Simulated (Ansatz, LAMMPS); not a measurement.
## Amorphous Zn24Cd12Se15S21 (72 atoms): a short ab initio trajectory

Wanted: a short trajectory of amorphous Zn24Cd12Se15S21 (72 atoms) with its pair distributions.

Calculated with Ansatz 0.2.0; Kohn-Sham DFT, PBE, PAW (set soft_2, large core), plane waves.

## 1. Starting point

The cell holds 72 atoms: 24 Zn, 12 Cd, 15 Se and 21 S. Its edges and angles: a = 11.871 Å, b = 11.871 Å, c = 11.871 Å, α = 90.0°, β = 90.0°, γ = 90.0°. 72 atoms (24 Zn, 12 Cd, 15 Se, 21 S) placed at random at 4.74 g/cm³, melted at 2500 K for 10 ps at fixed volume with the Stillinger-Weber II-VI potential (Zhou et al., Phys. Rev. B 88, 085309 (2013)). Quenched from 2500 K to 300 K at 500 K/ps and fixed volume, held 5 ps.

Before any run, some limits are plain. The quench rate of 500 K/ps far exceeds what a furnace or splat quench reaches, so expect more defects and frozen-in strain than in a real sample. The starting topology of bonds comes from the classical model. The Brillouin zone is sampled at Γ only, in a cell whose shortest periodic width is 12 Å.

## 2. Dynamics at 900 K

A Nosé–Hoover thermostat steers the temperature while disturbing the dynamics little. The time step is 2.0 fs.

Input file input.yaml:

```yaml
crystal:
  lattice:
    - [11.8708, 0.0, 0.0]
    - [0.0, 11.8708, 0.0]
    - [0.0, 0.0, 11.8708]
  atoms:
    - { symbol: Zn, position: [0.7358, 0.15677, 0.17515] }
    - { symbol: Zn, position: [0.85918, 0.80773, 0.0604] }
    - { symbol: Zn, position: [0.19854, 0.2668, 0.83219] }
    - { symbol: Zn, position: [0.95116, 0.58707, 0.47459] }
    [... 62 atom lines left out ...]
    - { symbol: S, position: [0.28789, 0.19442, 0.67221] }
    - { symbol: S, position: [0.58848, 0.41623, 0.18589] }
    - { symbol: S, position: [0.54248, 0.70214, 0.27786] }
    - { symbol: S, position: [0.05212, 0.41777, 0.47968] }
    - { symbol: S, position: [0.06611, 0.76413, 0.04827] }
    - { symbol: S, position: [0.88785, 0.09406, 0.058] }
kpoints:
  mp_grid: { grid: [1, 1, 1] }
hamiltonian:
  xc: pbe
  pseudopotentials: { kind: paw, core: large }
scf:
  occupations: { method: gaussian, width: 0.05 }
output:
  forces: true
md:
  timestep: 2.0
  n_steps: 65
  ensemble: nvt_nose_hoover
  temperature: 900
  initial_velocities: maxwell_boltzmann
  seed: 2414
```

Command:

```console
> ansatz run input.yaml --threads 4 --pin off --max-ram 8192MiB --backend cpu --events-out ev --progress --plain --runs-dir out
```

Elapsed: 21 min, on 4 threads of Arm Neoverse V1, shared host; peak memory 2.5 GiB; 81 min of CPU time.

The program notes that potentials were chosen by core size and it switched symmetry off.

Rows from the run:

```
time (fs)  T (K)  potential (meV/atom)  conserved (meV/atom)
      0.0    900                   0.0                  0.00
      8.0    885                   2.0                  0.01
     18.0    849                   6.6                  0.03
     26.0    844                   7.4                  0.01
     34.0    834                   8.7                 -0.06
     44.0    800                  13.6                  0.09
     52.0    924                  -1.9                 -0.08
     60.0    972                  -7.3                 -0.02
     70.0    972                  -6.8                  0.00
     78.0    965                  -5.5                  0.00
     86.0    946                  -2.7                  0.00
     96.0    918                   1.0                  0.01
    104.0    918                   1.2                  0.02
    112.0    954                  -3.2                  0.02
    122.0   1037                 -13.7                 -0.03
    130.0   1050                 -15.7                 -0.10
```

Mean square displacement from the first frame to the last: Zn 0.39 Å², Cd 0.20 Å², Se 0.24 Å², S 0.33 Å².

Mean square displacement against time lag:

```
time lag (fs)  Cd (Å²)   S (Å²)  Se (Å²)  Zn (Å²)
          2.0   6.9e-5   3.0e-4   1.2e-4   1.4e-4
          6.0   6.3e-4  0.00264  0.00104  0.00127
         10.0  0.00174  0.00722  0.00287  0.00352
         14.0  0.00342   0.0138  0.00559  0.00687
         20.0  0.00697   0.0269   0.0112   0.0139
         26.0   0.0118   0.0430   0.0186   0.0231
         28.0   0.0136   0.0488   0.0214   0.0267
         34.0   0.0200   0.0671   0.0309   0.0387
         38.0   0.0249   0.0795   0.0379   0.0479
         42.0   0.0302   0.0918   0.0454   0.0578
         46.0   0.0360    0.104   0.0534   0.0685
         52.0   0.0456    0.122   0.0659   0.0859
         58.0   0.0561    0.139   0.0791    0.105
         60.0   0.0598    0.144   0.0835    0.111
         66.0   0.0714    0.160   0.0972    0.132
```

Over the second half of 130 fs the temperature averages 967 K with swings of 44 K r.m.s. The conserved energy stays within 0.10 meV/atom. From first frame to last Zn has the largest mean square displacement, 0.39 Å² at the end; the farthest move is 1.13 Å. The count of bonds goes from 137 in the first frame to 133 in the last, by one set of cutoffs: 9 pairs passed out of them and 5 came within. The run spans 0.13 ps, too short for its means to be equilibrium values.

## 3. Local order late in the run

The g(r) is a mean over the second half; what follows it is taken at the last frame.

Density 4.74 g/cm³, 23.23 Å³ an atom.

Mean of 18 frames. g(r), total and by pair (bins of 0.2 Å):

```
r (Å)  total  Zn-Zn  Zn-S  Zn-Se  Zn-Cd   S-S  S-Se
 2.00   0.04   0.00  0.19   0.00   0.00  0.08  0.00
 2.20   0.78   0.00  3.12   0.87   0.00  0.07  0.05
 2.40   2.11   0.00  5.67   4.94   0.00  0.09  0.14
 2.60   1.51   0.43  2.42   2.39   0.36  0.20  0.16
 2.80   0.82   0.37  0.74   0.85   0.32  0.07  0.00
 3.00   0.45   0.37  0.47   0.35   0.22  0.11  0.14
 3.20   0.46   1.00  0.32   0.49   0.63  0.94  0.26
 3.40   0.69   1.66  0.33   0.60   0.80  0.85  0.48
 3.60   1.29   2.25  0.78   0.37   1.17  2.17  2.20
 3.80   1.39   2.71  1.09   0.41   1.16  2.45  1.93
 4.00   1.58   2.35  0.88   1.04   1.66  2.25  2.58
 4.20   1.36   0.94  0.88   1.02   1.98  1.82  1.89
 4.40   1.13   0.63  1.02   1.00   1.21  1.73  1.41
 4.60   1.02   0.81  1.23   0.73   1.16  1.04  1.13
 4.80   0.84   0.44  0.91   0.97   1.38  0.55  0.76
 5.00   0.79   0.56  0.74   1.05   1.08  0.44  0.77
 5.20   0.74   0.66  0.68   1.15   0.55  0.41  0.50
 5.40   0.73   0.44  0.98   0.98   0.59  0.42  0.58
 5.60   0.92   0.82  1.12   1.28   0.96  0.59  0.75
 5.80   0.93   0.85  1.16   1.17   0.86  0.70  0.54
```

Bonds by pair of elements; cutoffs follow the first minimum of g(r), held within bounds set by covalent radii, and pairs that aren't listed don't count as bonded:

```
pair A-B  cutoff (Å)  bonds  mean length (Å)  spread (Å)  shortest (Å)  B about A  A about B
    Zn-S        3.02     55             2.45       0.207          2.09       2.29       2.62
   Zn-Se        3.08     33             2.54       0.184          2.27       1.38        2.2
     S-S        2.37      1             2.01           0          2.01      0.095      0.095
    S-Se        2.54      1             2.28           0          2.28      0.048      0.067
    S-Cd        3.18     20             2.59       0.168          2.31      0.952       1.67
   Se-Cd        3.23     23             2.79       0.204          2.42       1.53       1.92
```

How many atoms have how many bonded neighbours:

```
element  mean  2  3   4  5
     Cd  3.58  0  5   7  0
      S  3.71  0  6  15  0
     Se   3.8  0  5   8  2
     Zn  3.67  1  6  17  0
```

Bond angles (no mean is given where the spread exceeds 20°):

```
   angle  count  mean (°)  spread (°)
 Zn-S-Zn     54       109        18.7
  S-Zn-S     50       110        19.5
 S-Zn-Se     49       109        15.4
Cd-Se-Zn     41         -           -
 Cd-S-Zn     41       109        19.2
```

Bond length by coordination (bonds to H left out):

```
element  coordination  atoms  mean bond length (Å)
     Cd             3      5                  2.63
     Cd             4      7                  2.73
      S             3      6                  2.41
      S             4     15                  2.49
     Se             3      5                  2.57
     Se             4      8                  2.62
     Se             5      2                  2.76
     Zn             2      1                  2.53
     Zn             3      6                  2.49
     Zn             4     17                  2.48
```

Rings of the network by King's shortest-path rule, up to 12 atoms, one path for each pair of neighbours; H, halogens, alkali and alkaline-earth atoms are left out, and the last column divides by all other atoms, bonded or not:

```
ring size (atoms)  rings  per network atom
                4     10             0.139
                6     68             0.944
                7      7             0.097
                8     39             0.542
                9      4             0.056
               10      7             0.097
```

Counting bonds as in the table, 58 % of Cd atoms have 4, 71 % of S atoms have 4, 53 % of Se atoms have 4 and 71 % of Zn atoms have 4 bonded neighbours. Rings of 6 atoms are the most common (50 % of those counted); sizes run from 4 to 10.

## 4. Single point at the last frame

The last frame is solved again with fuller output, to read the electronic structure of a thermally displaced geometry.

Input file input.yaml:

```yaml
crystal:
  lattice:
    - [11.8708, 0.0, 0.0]
    - [0.0, 11.8708, 0.0]
    - [0.0, 0.0, 11.8708]
  atoms:
    - { symbol: Zn, position: [0.74097, 0.11068, 0.15554] }
    - { symbol: Zn, position: [0.79326, 0.8736, 0.0411] }
    - { symbol: Zn, position: [0.18706, 0.28088, 0.88342] }
    - { symbol: Zn, position: [0.98876, 0.57513, 0.47868] }
    [... 62 atom lines left out ...]
    - { symbol: S, position: [0.25538, 0.18739, 0.67496] }
    - { symbol: S, position: [0.58854, 0.41968, 0.14371] }
    - { symbol: S, position: [0.5437, 0.69996, 0.26203] }
    - { symbol: S, position: [0.08309, 0.39565, 0.49394] }
    - { symbol: S, position: [0.09706, 0.78276, 0.03127] }
    - { symbol: S, position: [0.91092, 0.15494, 0.08886] }
kpoints:
  mp_grid: { grid: [1, 1, 1] }
hamiltonian:
  xc: pbe
  pseudopotentials: { kind: paw, core: large }
scf:
  occupations: { method: gaussian, width: 0.05 }
output:
  forces: true
  stress: true
  populations: true
  dos:
    method: { smearing: { sigma: 0.15 } }
    de: 0.1
    projected: { site_lists: { Cd: [Cd], S: [S], Se: [Se], Zn: [Zn] } }
  eigenvalues: true
  write_density: true
  write_potential: true
  volumetric_format: npy
  elf: true
```

The job ended after 49 s (4 threads; peak memory 2.4 GiB; 3.1 min of CPU time).

The run gave:

```yaml
free_energy: -236348.5638 eV
free_energy_per_atom: -3282.6189 eV/atom
scf_cycles: 17
pressure: 1.536 GPa
r_m_s_force_component: 0.6507 eV/Å
longest_force: 3.008 eV/Å
fermi_energy: 6.992 eV
levels_partly_filled_by_over_2_per_cent: 2
spilling_of_the_projection: 0.0105
```

Neighbours are counted within 3.02 Å (Zn-S), 3.08 Å (Zn-Se), 2.37 Å (S-S), 2.54 Å (S-Se), 3.18 Å (S-Cd), 3.23 Å (Se-Cd), the cutoffs taken from the dynamics.

Length of the force by element and coordination:

```
element  coordination  atoms  mean length of the force (eV/Å)  spread  least   most
     Cd           all     12                            0.948   0.461  0.221   1.81
     Cd             3      5                            0.787   0.515  0.221   1.65
     Cd             4      7                             1.06   0.379  0.622   1.81
      S           all     21                             1.12   0.606  0.396   3.01
      S             3      6                             1.26   0.915  0.396   3.01
      S             4     15                             1.06   0.411  0.537   2.15
     Se           all     15                             1.01   0.585  0.347   2.36
     Se             3      5                             1.44   0.664  0.697   2.36
     Se             4      8                            0.860   0.413  0.347   1.71
     Se             5      2                            0.531  0.0015  0.530  0.533
     Zn           all     24                            0.887   0.451  0.351   1.95
     Zn             2      1                            0.479       0  0.479  0.479
     Zn             3      6                            0.847   0.397  0.473   1.66
     Zn             4     17                            0.925   0.468  0.351   1.95
```

Density of states as counts of states in windows of 1 eV (from the Fermi level), total and the larger projections:

```
from (eV)  to (eV)  total   Zn d   S p  Cd d  Se p  Zn s   S s
      -18      -17    0.0    0.0   0.0   0.0   0.0   0.0   0.0
      -17      -16    0.1    0.0   0.0   0.0   0.0   0.0   0.1
      -16      -15    3.9    0.0   0.3   0.0   0.1   0.2   2.6
      -15      -14    4.0    0.1   0.0   0.0   0.0   0.7   2.5
      -14      -13   37.0    0.8   0.2   0.8   0.2   2.7  15.9
      -13      -12   24.6    0.7   0.2   0.7   0.2   0.8  12.7
      -12      -11    2.4    0.1   0.3   0.1   0.0   0.0   1.6
      -11      -10    0.0    0.0   0.0   0.0   0.0   0.0   0.0
      -10       -9   37.3    0.6   0.9  34.6   0.6   0.2   0.2
       -9       -8   98.1   14.7   1.9  78.9   1.1   0.4   0.6
       -8       -7  209.5  197.3   5.1   1.4   2.6   1.1   0.7
       -7       -6   21.8   15.3   2.7   0.2   1.2   1.5   0.3
       -6       -5   34.7    3.5  12.8   0.6   7.3   6.5   0.8
       -5       -4   33.9    1.8  14.6   0.5   9.3   2.8   0.8
       -4       -3   40.5    1.6  20.3   0.4  13.2   1.4   0.5
       -3       -2   52.3    1.7  26.7   0.6  18.8   1.0   0.3
       -2       -1   37.6    0.9  16.7   0.4  16.3   0.8   0.3
       -1        0   10.6    0.2   3.4   0.1   4.4   0.9   0.2
        0        1   13.2    0.1   2.6   0.1   2.3   2.8   0.3
        1        2   28.5    0.1   4.6   0.1   3.7   7.2   0.7
        2        3   29.1    0.1   3.8   0.0   2.7   5.5   0.4
        3        4   31.5    0.1   2.6   0.0   1.6   4.1   0.3
```

The stored curve holds about 648 of the 744 electrons; the rest, give or take the few that broadening carries across the Fermi level, lie in deeper levels below its range.

The levels nearest the highest filled one (over half full), pooled over k-points and spins:

```
level less the highest filled one (eV)  occupation
                                 -1.02           2
                                -0.764           2
                                -0.751           2
                                -0.634           2
                                -0.320           2
                                     0        1.94
                                 0.132       0.061
                                 0.376           0
                                  0.44           0
                                 0.626           0
                                 0.869           0
                                 0.998           0
```

## 5. Summary of results

| Property | Result |
| --- | --- |
| mean temperature, second half | 966.6 K |
| temperature swing, second half | 43.56 K |
| slope of the conserved energy against time, by least squares | -0.1765 meV/atom/ps |
| free energy per atom | -3282.6189 eV/atom |
| pressure | 1.536 GPa |
| r.m.s. force component | 0.6507 eV/Å |
| wall time of the 2 DFT runs | 22 min |

Over the second half of 130 fs the temperature averages 967 K with swings of 44 K r.m.s. The conserved energy stays within 0.10 meV/atom. The count of bonds goes from 137 in the first frame to 133 in the last, by one set of cutoffs: 9 pairs passed out of them and 5 came within. The run spans 0.13 ps, too short for its means to be equilibrium values. Counting bonds as in the table, 58 % of Cd atoms have 4, 71 % of S atoms have 4, 53 % of Se atoms have 4 and 71 % of Zn atoms have 4 bonded neighbours. Counting bands leaves a spacing of only 0.13 eV (at Γ alone), which the smearing bridges: 2 levels are partly filled by over 2 %, so a gap, if any, is small at this level.

What to keep in mind: The starting topology of bonds comes from the classical model; in DFT 9 of its 137 bonded pairs passed out of the cutoffs and 5 came within them. The pressure of 1.5 GPa is that of one thermal frame at a volume set beforehand, without the kinetic term.

[Logs are printed without paths, hosts, clocks, repeated set-up lines and the standing remarks that a program may print on its own settings, such as how far it seeks lower states.]

[Hosts, paths, dates, database ids (printed as entryN), source tags and the programs' standing remarks are cut or masked in the printed files.]
